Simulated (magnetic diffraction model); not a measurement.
## Magnetic neutron pattern of Li2MnCl5

Space group Pnma (no. 62), a = 8.0840 Å, b = 10.4610 Å, c = 9.6140 Å.

| site | atom | x | y | z |
| --- | --- | --- | --- | --- |
| 4c | Mn | 0.7650 | 3/4 | 0.6151 |
| 4c | Cl | 0.9719 | 1/4 | 0.9367 |
| 4c | Cl | 0.9224 | 3/4 | 0.4003 |
| 4c | Cl | 0.9252 | 1/4 | 0.2912 |
| 8d | Cl | 0.7793 | 0.5200 | 0.6497 |
| 8d | Li | 0.9780 | 0.9202 | 0.2349 |

The compound is invented for this exercise: a known structure type with other elements, its cell scaled to their sizes and not relaxed.

Only Mn is taken to order (form factors of Mn3+); orders and moment sizes are assumed, and not adapted to the symmetry. Radiation: neutrons of λ = 1.8 Å, 8° to 30°; isotropic B of 0.5 Å² (Mn), 0.49 Å² (Cl) and 0.79 Å² (Li). The intensities are simulated: I ∝ L Σ (|F_N|² + |F_M⊥|²) for unpolarised neutrons, with F_M = 2.695 fm/μB × Σ f(s) S exp(2πi Q·r) exp(−B s²) at Q = H ± k (one set where k and −k are equivalent), only the part normal to Q counting and L = 1/(sin²θ cos θ). For collinear order S is the moment m, which repeats by lattice and centring translations R with the sign exp(−2πi k·R). Form factors are spin-only for 3d ions and dipole or tabulated for f ions, scattering lengths are Sears's of 1992, and absorption is left out. A label names one of the reflections at its angle. The strongest nuclear line in the range is 100, and lines under 0.2 are left out.

Assume the order k = (0 1/2 0), collinear moments along [101], 3.11 μB on Mn; signs + at (0.7650, 3/4, 0.6151), + at (0.7350, 1/4, 0.1151), − at (0.2650, 3/4, 0.8849), − at (0.2350, 1/4, 0.3849).

Q: Where does magnetic intensity appear, and how strong is it?

```
2θ (°)      index  nuclear  magnetic
 11.83  (0 1/2 1)      0.0      73.9
 13.71  (1 1/2 0)      0.0     119.0
 14.61    (0 1 1)      7.5       0.0
 16.73    (1 0 1)     24.4       0.0
 17.45  (1 1/2 1)      0.0      53.2
 18.35  (0 3/2 1)      0.0      44.0
 19.46    (1 1 1)     42.1       0.0
 19.63  (1 3/2 0)      0.0      69.3
 19.82    (0 2 0)    100.0       0.0
 21.58    (0 0 2)      1.7       0.0
 22.15  (0 1/2 2)      0.0      27.7
 22.43  (1 3/2 1)      0.0      39.3
 25.16    (1 0 2)     74.3       0.0
 25.66  (1 1/2 2)      0.0       0.7
 25.73    (2 0 0)      3.9       0.0
 26.04    (1 2 1)     14.4       0.0
 26.29  (0 3/2 2)      0.0      24.8
 27.09    (1 1 2)     21.2       0.0
 27.13  (0 5/2 1)      0.0      19.7
 27.62    (2 1 0)     17.3       0.0
 27.95    (2 0 1)     31.4       0.0
 28.03  (1 5/2 0)      0.0      32.4
 28.40  (2 1/2 1)      0.0      22.1
 29.33  (1 3/2 2)      0.0       0.6
 29.46    (0 2 2)     26.9       0.0
 29.71    (2 1 1)      3.5       0.0
```

The strongest magnetic line in the range is (1 1/2 0) at 13.71° (119.0). On top of the Lorentz factor, which all lines share, magnetic lines fade with angle because f falls: for Mn3+ it is 0.91, 0.70, 0.46 and 0.14 at sin θ/λ = 0.1, 0.2, 0.3 and 0.5 Å⁻¹, while nuclear lengths stay constant. The order has no net moment.

[Logs are printed without paths, hosts, clocks, repeated set-up lines and the standing remarks that a program may print on its own settings, such as how far it seeks lower states.]
